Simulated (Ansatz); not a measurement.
**Phonons of ZnSe (Stilleite, F-43m) against volume**

Aim: how do the optical modes of ZnSe (Stilleite, F-43m) move with volume?

Program: Ansatz 0.2.0. Level of theory: DFT PBE, scalar-relativistic, plane waves, PAW; PAW set soft_1. Results are calculated unless marked as measured.

**1. The starting structure**

It takes space group F-43m (No. 216, cubic). The conventional cell has a = 5.668 Å, b = 5.668 Å, c = 5.668 Å, α = 90.00°, β = 90.00°, γ = 90.00°. Zn has 4 Se at 2.45 Å nearest. Nearest to Se lie 4 Zn at 2.45 Å. Farther neighbours and most contacts between anions are not listed.

**2. Bringing the structure to rest**

The cell and atoms are relaxed, since residual forces and stress would shift the frequencies.

The input, input.yaml:

```yaml
crystal:
  lattice:
    - [0.0, 2.8338, 2.8338]
    - [2.8338, 0.0, 2.8338]
    - [2.8338, 2.8338, 0.0]
  atoms:
    - { symbol: Zn, position: [0.0, 0.0, 0.0] }
    - { symbol: Se, position: [0.75, 0.75, 0.75] }
kpoints:
  mp_grid: { grid: [8, 8, 8] }
hamiltonian:
  xc: pbe
  pseudopotentials: { kind: paw, azcp: { folder: soft_1 } }
scf:
  occupations: { method: gaussian, width: 0.02 }
output:
  forces: true
  stress: true
  eigenvalues: true
relax:
  adjacent_minimum: "off"
  f_tol: 0.005
  max_steps: 80
  cell: { stress_tol: 0.05 }
```

Run with:

```console
$ ansatz run input.yaml --threads 4 --pin off --max-ram 10240MiB --backend cpu --events-out ev --progress --plain --runs-dir out
```

Numbers of over 12 decimals in the logs are rounded to 6 here.

The program printed:

```text
Engine: ansatz 0.2.0, x86_64-unknown-linux-gnu
Pseudopotentials: kind: paw
Pseudopotential: Zn, paw, valence charge 12, recommended cutoff 420 eV (normal), soft_1/Zn.paw.azcp
Pseudopotential: Se, paw, valence charge 16, recommended cutoff 420 eV (normal), soft_1/Se.paw.azcp
Functional definition: PBE
  parameter kappa = 0.804
  parameter beta = 0.066725
  exchange = pbe_x(kappa = kappa, mu = beta*pi^2/3)
  correlation = pbe_c(beta = beta)
Crystal: 2 atoms, lattice volume = 45.513 Å³
Basis set: ecut = 420 eV, 893 PW (Γ), exchange–correlation on 54×54×54 points (8 copies of the dense FFT grid, shifted against one another)
Bands: 18, of which v1, the nominal top of the filled ones, is band 14 counted from 1 (13 counted from 0)
Symmetry: 24 space group operations
Space group: F-43m (ITA 216), of the structure as read, at distance tolerance 3.6e-5 Å
k-points: 29 of 512 (time reversal used)
Non-local potential: Zn, projectors of the file, l = 0: 2, l = 1: 2, l = 2: 3, l = 3: 1
Non-local potential: Se, projectors of the file, l = 0: 2, l = 1: 2, l = 2: 3, l = 3: 1
PAW form: soft (Blöchl's): semilocal exchange-correlation on the pseudo side does not see the compensation charge
PAW one-centre angular grid: Zn, 590 points (default); XC on 64 Gauss nodes
PAW one-centre angular grid: Se, 590 points (default); XC on 64 Gauss nodes
Initial density: superposition of atomic densities (chi_scale 0.1, normalization cell, long waves kept (reshape's long-wave potential 0.00 eV rms))
Initial wavefunctions: pseudopotential atomic-orbital guess
Functional: x = pbe(κ = 0.804, μ = 0.219515), c = pbe(β = 0.066725)
SCF iter   1: F=—  HF=-8789.872802 eV  |F-HF|=—  |Δ(HF+E_count)|=         —  Δρ=6.16e-2  dr2=1.06e0  ethr=3.10e-3  ⟨swp⟩=6.2  Hψ=2843  notcnv=0
preconditioner: auto → none  [insulator: Δε(μ)=1.156 eV  Ē_g=12.790 eV  σ=0.020 eV  W_gap=1.00  n_scr=14 (ndim 8)  ℏωp=23.4 eV  f_vac=0.060  D(μ)=0.00/eV (n_scr^D=0)  ε∞_Penn≈4.3]
SCF iter   2: F=—  HF=-8789.629472 eV  |F-HF|=—  |Δ(HF+E_count)|=   2.43e-1  Δρ=2.57e-2  dr2=1.99e-1  ethr=3.10e-3  ⟨swp⟩=3.0  Hψ=1208  notcnv=0
SCF iter   3: F=—  HF=-8789.542984 eV  |F-HF|=—  |Δ(HF+E_count)|=   8.65e-2  Δρ=1.23e-2  dr2=3.65e-2  ethr=7.12e-4  ⟨swp⟩=2.1  Hψ=1104  notcnv=0
SCF iter   4: F=—  HF=-8789.537417 eV  |F-HF|=—  |Δ(HF+E_count)|=   5.57e-3  Δρ=2.80e-3  dr2=2.07e-3  ethr=1.30e-4  ⟨swp⟩=2.0  Hψ=1104  notcnv=0
SCF iter   5: F=—  HF=-8789.537706 eV  |F-HF|=—  |Δ(HF+E_count)|=   2.89e-4  Δρ=1.03e-3  dr2=3.13e-4  ethr=7.38e-6  ⟨swp⟩=2.0  Hψ=899  notcnv=0
SCF iter   6: F=—  HF=-8789.537788 eV  |F-HF|=—  |Δ(HF+E_count)|=   8.19e-5  Δρ=7.90e-5  dr2=2.18e-6  ethr=1.12e-6  ⟨swp⟩=2.0  Hψ=940  notcnv=0
SCF iter   7: F=—  HF=-8789.537789 eV  |F-HF|=—  |Δ(HF+E_count)|=   5.53e-7  Δρ=3.62e-5  dr2=5.31e-7  ethr=7.80e-9  ⟨swp⟩=2.0  Hψ=928  notcnv=0
SCF iter   8: F=-8789.537788 eV  HF=-8789.537788 eV  |F-HF|=3.81e-8  |Δ(HF+E_count)|=   1.33e-7  Δρ=1.39e-5  dr2=4.77e-8  ethr=3.57e-10  ⟨swp⟩=3.0  Hψ=2378  notcnv=0
SCF 1 converged in 8 iterations: F = -8789.537788 eV  dr2 = 4.77e-8
  greatest PAW one-centre occupation: 1.000 electrons in one spin orbital (limit 2), on the Se atom at site 1 (counted from 0), in its partial waves of l = 2
relax step   1: F+E_penalty+E_count = -8789.53778842 eV  Δ(F+E_penalty+E_count) = +0.000e0 eV  max|allowed force component| = 1.099e-16 eV/Å  Δτ_max = 0.0000 Å  P = +2.105 GPa  Ω = 45.513 Å³  (8 SCF iters, dr2 threshold 1.00e-7 eV, accepted)
Crystal: 2 atoms, lattice volume = 46.675 Å³
Basis set: ecut = 420 eV, 941 PW (Γ), exchange–correlation on 54×54×54 points (8 copies of the dense FFT grid, shifted against one another)
Initial density: handed on by an earlier stage of this run
Initial wavefunctions: those handed on with the density
iter 1 solved again at ethr=1.50e-6 eV; its pass at ethr=3.10e-3 eV (dr2=4.20e-4 eV) is discarded
SCF iter   1: F=—  HF=-8789.546819 eV  |F-HF|=—  |Δ(HF+E_count)|=         —  Δρ=8.24e-4  dr2=4.10e-4  ethr=1.50e-6  ⟨swp⟩=2.0  Hψ=3567  notcnv=0
preconditioner: auto → none  [insulator: Δε(μ)=1.192 eV  Ē_g=11.781 eV  σ=0.020 eV  W_gap=1.00  n_scr=14 (ndim 8)  ℏωp=23.1 eV  f_vac=0.127  D(μ)=0.00/eV (n_scr^D=0)  ε∞_Penn≈4.8]
SCF iter   2: F=—  HF=-8789.546750 eV  |F-HF|=—  |Δ(HF+E_count)|=   6.84e-5  Δρ=4.64e-4  dr2=6.81e-5  ethr=1.46e-6  ⟨swp⟩=2.0  Hψ=794  notcnv=0
SCF iter   3: F=—  HF=-8789.546755 eV  |F-HF|=—  |Δ(HF+E_count)|=   4.28e-6  Δρ=2.39e-4  dr2=2.21e-5  ethr=2.43e-7  ⟨swp⟩=2.0  Hψ=754  notcnv=0
SCF iter   4: F=—  HF=-8789.546751 eV  |F-HF|=—  |Δ(HF+E_count)|=   3.17e-6  Δρ=7.86e-5  dr2=1.43e-6  ethr=7.90e-8  ⟨swp⟩=2.0  Hψ=754  notcnv=0
SCF iter   5: F=-8789.546752 eV  HF=-8789.546752 eV  |F-HF|=3.52e-8  |Δ(HF+E_count)|=   2.98e-7  Δρ=1.70e-5  dr2=1.03e-7  ethr=7.14e-10  ⟨swp⟩=3.1  Hψ=2210  notcnv=0
SCF 2 converged in 5 iterations: F = -8789.546752 eV  dr2 = 1.03e-7
relax step   2: F+E_penalty+E_count = -8789.54675183 eV  Δ(F+E_penalty+E_count) = -8.963e-3 eV  max|allowed force component| = 4.120e-17 eV/Å  Δτ_max = 0.0000 Å  P = +0.531 GPa  Ω = 46.675 Å³  energy of the carried Pulay correction = -4.627e-4 eV  (5 SCF iters, dr2 threshold 2.00e-7 eV, accepted)
Crystal: 2 atoms, lattice volume = 47.080 Å³
iter 1 solved again at ethr=2.70e-7 eV; its pass at ethr=3.10e-3 eV (dr2=7.56e-5 eV) is discarded
SCF iter   1: F=—  HF=-8789.547303 eV  |F-HF|=—  |Δ(HF+E_count)|=         —  Δρ=2.79e-4  dr2=4.76e-5  ethr=2.70e-7  ⟨swp⟩=3.1  Hψ=3259  notcnv=0
preconditioner: auto → none  [insulator: Δε(μ)=1.153 eV  Ē_g=11.746 eV  σ=0.020 eV  W_gap=1.00  n_scr=14 (ndim 8)  ℏωp=23.0 eV  f_vac=0.127  D(μ)=0.00/eV (n_scr^D=0)  ε∞_Penn≈4.8]
SCF iter   2: F=—  HF=-8789.547300 eV  |F-HF|=—  |Δ(HF+E_count)|=   3.55e-6  Δρ=1.63e-4  dr2=8.30e-6  ethr=1.70e-7  ⟨swp⟩=2.0  Hψ=694  notcnv=0
SCF iter   3: F=—  HF=-8789.547300 eV  |F-HF|=—  |Δ(HF+E_count)|=   5.61e-7  Δρ=7.91e-5  dr2=2.53e-6  ethr=2.97e-8  ⟨swp⟩=2.0  Hψ=754  notcnv=0
SCF iter   4: F=-8789.547300 eV  HF=-8789.547300 eV  |F-HF|=4.25e-8  |Δ(HF+E_count)|=   1.94e-7  Δρ=2.78e-5  dr2=1.79e-7  ethr=7.14e-10  ⟨swp⟩=3.2  Hψ=2228  notcnv=0
SCF 3 converged in 4 iterations: F = -8789.547300 eV  dr2 = 1.79e-7
relax step   3: F+E_penalty+E_count = -8789.54730020 eV  Δ(F+E_penalty+E_count) = -5.484e-4 eV  max|allowed force component| = 2.935e-17 eV/Å  Δτ_max = 0.0000 Å  P = +0.031 GPa  Ω = 47.080 Å³  energy of the carried Pulay correction = -6.195e-4 eV  (4 SCF iters, dr2 threshold 2.00e-7 eV, accepted)
Basis set: ecut = 420 eV, 941 PW (Γ), exchange–correlation on 60×60×60 points (8 copies of the dense FFT grid, shifted against one another)
Initial wavefunctions: pseudopotential atomic-orbital guess (no wavefunctions were taken with the density)
iter 1 solved again at ethr=1.30e-7 eV; its pass at ethr=3.10e-3 eV (dr2=3.65e-5 eV) is discarded
SCF iter   1: F=—  HF=-8789.537978 eV  |F-HF|=—  |Δ(HF+E_count)|=         —  Δρ=8.39e-4  dr2=1.60e-5  ethr=1.30e-7  ⟨swp⟩=3.0  Hψ=4335  notcnv=0
preconditioner: auto → none  [insulator: Δε(μ)=1.158 eV  Ē_g=11.755 eV  σ=0.020 eV  W_gap=1.00  n_scr=14 (ndim 8)  ℏωp=23.0 eV  f_vac=0.129  D(μ)=0.00/eV (n_scr^D=0)  ε∞_Penn≈4.8]
SCF iter   2: F=—  HF=-8789.545335 eV  |F-HF|=—  |Δ(HF+E_count)|=   7.36e-3  Δρ=4.19e-4  dr2=3.74e-6  ethr=5.72e-8  ⟨swp⟩=2.0  Hψ=877  notcnv=0
SCF iter   3: F=—  HF=-8789.547593 eV  |F-HF|=—  |Δ(HF+E_count)|=   2.26e-3  Δρ=1.47e-4  dr2=6.24e-7  ethr=1.34e-8  ⟨swp⟩=2.0  Hψ=859  notcnv=0
SCF iter   4: F=—  HF=-8789.547891 eV  |F-HF|=—  |Δ(HF+E_count)|=   2.97e-4  Δρ=3.10e-5  dr2=1.22e-7  ethr=2.23e-9  ⟨swp⟩=2.4  Hψ=891  notcnv=0
SCF iter   5: F=—  HF=-8789.547899 eV  |F-HF|=—  |Δ(HF+E_count)|=   8.77e-6  Δρ=1.43e-5  dr2=5.26e-8  ethr=4.36e-10  ⟨swp⟩=2.0  Hψ=782  notcnv=0
SCF iter   6: F=—  HF=-8789.547899 eV  |F-HF|=—  |Δ(HF+E_count)|=   2.48e-8  Δρ=2.48e-6  dr2=1.07e-9  ethr=1.88e-10  ⟨swp⟩=2.0  Hψ=734  notcnv=0
SCF iter   7: F=—  HF=-8789.547899 eV  |F-HF|=—  |Δ(HF+E_count)|=   4.94e-8  Δρ=5.82e-7  dr2=5.91e-11  ethr=3.81e-12  ⟨swp⟩=2.0  Hψ=782  notcnv=0
SCF iter   8: F=-8789.547899 eV  HF=-8789.547899 eV  |F-HF|=1.27e-11  |Δ(HF+E_count)|=   3.64e-9  Δρ=1.03e-7  dr2=8.73e-12  ethr=1.00e-12  ⟨swp⟩=6.0  Hψ=2319  notcnv=0
SCF 4 converged in 8 iterations: F = -8789.547899 eV  dr2 = 8.73e-12
relax step   4: F+E_penalty+E_count = -8789.54789938 eV  Δ(F+E_penalty+E_count) = -5.992e-4 eV  max|allowed force component| = 2.862e-17 eV/Å  Δτ_max = 0.0000 Å  P = +0.029 GPa  Ω = 47.080 Å³  stress off target by 2.88e-2 GPa  SCF on the basis re-selected at this cell (its energy is not comparable with the rows above)  (8 SCF iters)
basis re-selected at this cell: Δ(F+E_penalty+E_count) = -5.992e-4 eV, ΔP = -0.002 GPa vs the last step (what re-selecting the basis moved, of the pressure what is left beyond the Pulay correction that the steps carried, after the strain that the cell walked since its last selection, with what the two solves' SCF thresholds leave and, on support functions, any second-order correction that the steps lacked; it is no measure of the basis error at this ecutwfc). The dense FFT grid was sized anew with the basis: this SCF ran on 30×30×30 points, the steps before it on 27×27×27, so part of this shift can come from that change (see relax.cell in the input reference). [rest of the remark cut]
SCF converged after 8 iterations
Free energy (F): -8789.547899 eV
Harris-Foulkes:  -8789.547899 eV  (|F-HF|=1.27e-11)
Internal energy: -8789.547899 eV  (E = F + TS)
E sigma→0 (E₀):  -8789.547899 eV
Fermi energy:    6.669974 eV
--- Per-component energies (eV) ---
  E_band       = -398.135052
  E_kinetic    = 257.385907
  E_local      = -4890.697172  (includes V_loc(G=0)·N_el)
  E_nonlocal   = 466.264029
  E_hartree    = 2259.346334
  E_xc         = -163.119557
  E_vxc        = -140.837959  (∫ρ·V_xc dr)
  E_paw        = -4028.304619  (= ΣΔE_a)
  E_vpaw       = -608.942093  (= ΣTr[D̂ρ^β])
  E_aug_tail   = -0.000621  (compensation charges beyond the density's cutoff)
  E_ewald      = -2690.422201
  E_smearing   = -0.000000  (= −TS)
  E_closure    = 0.000000  (closes the sum)
  Σ components = -8789.547899   (vs F -8789.547899, Δ=0.00e0)
--- Forces (eV/Å), atoms counted from 1 ---
  atom   1  Zn    -0.00000000     0.00000000     0.00000000
  atom   2  Se     0.00000000     0.00000000     0.00000000
  max |Σ_I F_I| component: 5.38e-17 eV/Å
--- Stress (GPa, compression-positive) ---
        0.028793      -0.000000      -0.000000
       -0.000000       0.028793       0.000000
       -0.000000       0.000000       0.028793
  P = ⅓ Tr σ = 0.0288 GPa (0.288 kbar)
--- Band table (eV; the first three rows and the last of 29) ---
  k-point 0: bands = [... 10 lower, 0.0092, 6.0942, 6.0942, 6.0942, 7.2454, 11.9113, 11.9113, 11.9113]
  k-point 1: bands = [... 10 lower, 0.0080, 4.7983, 5.9515, 5.9515, 8.2398, 11.8267, 12.1537, 12.1537]
  k-point 2: bands = [... 10 lower, 0.0094, 3.1344, 5.6451, 5.6451, 8.7493, 12.5218, 12.5218, 12.5605]
  k-point 28: bands = [... 10 lower, 0.2833, 1.5714, 3.4700, 3.5867, 11.4819, 11.5778, 12.9862, 13.8100]
--- Relaxed structure (3 steps of the walk, 3 accepted, 1 SCFs on fresh bases) ---
  F+E_penalty+E_count = -8789.54789938 eV   max|allowed force component| = 2.862e-17 eV/Å   (the final SCF, on the basis selected at the relaxed cell)
  cell:  # Å, volume = 47.0798 Å³
    - [0, 2.865947, 2.865947]
    - [2.865947, 0, 2.865947]
    - [2.865947, 2.865947, 0]
  atoms:
    - { symbol: Zn, position: [0, 0, 0] }
    - { symbol: Se, position: [0.750000, 0.750000, 0.750000] }
```

The job ended after 2.7 s (4 threads of AMD EPYC 7B13 (Zen 3), shared host; peak memory 0.45 GiB; 8.8 s of CPU time).

Relaxation path:

| step | energy less that of the first step (eV) | largest force component (eV/Å) | pressure (GPa) | volume (Å³) |
| --- | --- | --- | --- | --- |
| 1 | 0.0000 | 0.0000 | 2.11 | 45.51 |
| 2 | -0.0090 | 0.0000 | 0.53 | 46.67 |
| 3 | -0.0095 | 0.0000 | 0.03 | 47.08 |
| 4* | -0.0101 | 0.0000 | 0.03 | 47.08 |

Relaxation steps marked * repeat the geometry before them on a plane-wave basis chosen anew for their cell, so energy and pressure can jump there.

Forces are held to the 24 operations that the run works with; a distortion that breaks them can't arise in this run.

| conventional cell, symmetrised | before | after | change |
| --- | --- | --- | --- |
| a (Å) | 5.668 | 5.732 | +1.1 % |
| b (Å) | 5.668 | 5.732 | +1.1 % |
| c (Å) | 5.668 | 5.732 | +1.1 % |
| volume (Å³/atom) | 22.76 | 23.54 | +3.4 % |

The relaxed structure:

```cif
data_structure
_symmetry_space_group_name_H-M 'P 1'
_symmetry_Int_Tables_number 1
_cell_length_a 4.0531
_cell_length_b 4.0531
_cell_length_c 4.0531
_cell_angle_alpha 60.000
_cell_angle_beta 60.000
_cell_angle_gamma 60.000
_cell_volume 47.08
loop_
_atom_site_label
_atom_site_type_symbol
_atom_site_fract_x
_atom_site_fract_y
_atom_site_fract_z
_atom_site_occupancy
Zn1 Zn 0.00000 0.00000 0.00000 1
Se2 Se 0.75000 0.75000 0.75000 1
```

Numbers from this step:

```yaml
pressure: 0.02879 GPa
gap_on_the_k_mesh: 1.151 eV
volume_per_atom: 23.54 Å³
```

In this step the volume went from 22.76 to 23.54 Å³/atom.

**3. Tight relaxation**

A first tight relaxation and response on 8×8×8 k points, not shown, drew a warning on the mesh, so the tight relaxation is repeated on 12×12×12 points.

input.yaml, the sections that differ from step 2:

```yaml
crystal:
  lattice:
    - [0.0, 2.8663145009, 2.8663145009]
    - [2.8663145009, 0.0, 2.8663145009]
    - [2.8663145009, 2.8663145009, 0.0]
  atoms:
    - { symbol: Zn, position: [0.0, 0.0, 0.0] }
    - { symbol: Se, position: [0.75, 0.75, 0.75] }
kpoints:
  mp_grid: { grid: [12, 12, 12] }
scf:
  occupations: { method: fixed }
relax:
  adjacent_minimum: "off"
  f_tol: 0.001
  max_steps: 60
  cell: { stress_tol: 0.01 }
# hamiltonian, output: as in step 2
```

The program printed:

```text
[...]
Crystal: 2 atoms, lattice volume = 47.098 Å³
Basis set: ecut = 420 eV, 941 PW (Γ), exchange–correlation on 60×60×60 points (8 copies of the dense FFT grid, shifted against one another)
Bands: 18, of which v1, the nominal top of the filled ones, is band 14 counted from 1 (13 counted from 0)
Symmetry: 24 space group operations
[...]
k-points: 72 of 1728 (time reversal used)
[...]
k-point 71: bands = [... 10 lower, 0.2790, 1.5679, 3.4660, 3.5829, 11.4747, 11.5723, 12.9802, 13.8046]
--- Relaxed structure (1 steps of the walk, 1 accepted, 1 SCFs on fresh bases) ---
[...]
cell:  # Å, volume = 47.0979 Å³
    - [0.0, 2.8663145009, 2.8663145009]
    - [2.8663145009, 0.0, 2.8663145009]
    - [2.8663145009, 2.8663145009, 0.0]
  atoms:
    - { symbol: Zn, position: [0.0, 0.0, 0.0] }
    - { symbol: Se, position: [0.750000, 0.750000, 0.750000] }
[key lines of the parts left out:]
SCF converged after 6 iterations
Free energy (F): -8789.548652 eV
Fermi energy:    6.088519 eV
P = ⅓ Tr σ = 0.0071 GPa (0.071 kbar)
```

The job ended after 2.8 s (4 threads; peak memory 0.48 GiB).

Little changed from the start: no atom moved by 0.005 Å and no cell edge by 0.1 %.

Numbers from this step:

```yaml
pressure: 0.007080 GPa
gap_on_the_k_mesh: 1.150 eV
volume_per_atom: 23.55 Å³
```

The forces vanish by symmetry and the pressure is 0.007 GPa, within the tolerances set. The cell now holds 23.55 Å³/atom.

(Part 1 of 3 ends here.)

[Logs are printed without paths, hosts, clocks, repeated set-up lines and the standing remarks that a program may print on its own settings, such as how far it seeks lower states.]

[Hosts, paths, dates, database ids (printed as entryN), source tags and the programs' standing remarks are cut or masked in the printed files.]
